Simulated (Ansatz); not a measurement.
In doubt: masses and optical values from hybrid runs of this build are listed as unsure, which bears on the screening that GW takes from such a start; one-shot GW on d or f shells is unsure, so the values of those runs are not to be relied on.

Rows from a G0W0 calculation on Cs2AgAsF6 (Fm-3m) (Ansatz 0.2.0; G0W0 on HSE06, plane waves, PAW; PAW set soft_1; 4×4×4 mesh, 1065 empty bands, screening to 180 eV, PAW set soft_1 files), in eV. Spin-orbit coupling is left out.

```
row      Σx     Σc     Vxc     Z
  A   -8.41  -3.63  -12.69  0.85
  B  -30.85   3.03  -27.28  0.80
  C  -11.33  -3.28  -15.53  0.84
  D  -12.87  -3.42  -17.30  0.82
  E   -8.53  -3.78  -13.03  0.84
  F  -27.08   2.67  -23.83  0.80
```

Which rows are filled states and which are empty ones, and how can one tell?

Filled: B and F. Empty: A, C, D and E. The sign of Σc tells: for a filled state bare exchange, which holds its interaction with itself, lies below Vxc (Σx − Vxc is -3.3 eV or lower here) and screening gives part back as a positive Σc. For an empty state Σx lies above Vxc (+4.2 eV or more) and the Coulomb hole leaves Σc negative.

[Paths, hosts, dates, memory and timing lines, banners, echoed tables and standing remarks are left out of the program output.]

[Logs are printed without paths, hosts, clocks, repeated set-up lines and the standing remarks that a program may print on its own settings, such as how far it seeks lower states.]

[Runs of the session that timed out or met a known fault of the program may be left out.]

[Cells called generated may have been cut or substituted from an entry of the Crystallography Open Database or the Materials Project.]

[Hosts, paths, dates, database ids (printed as entryN), source tags and the programs' standing remarks are cut or masked in the printed files.]
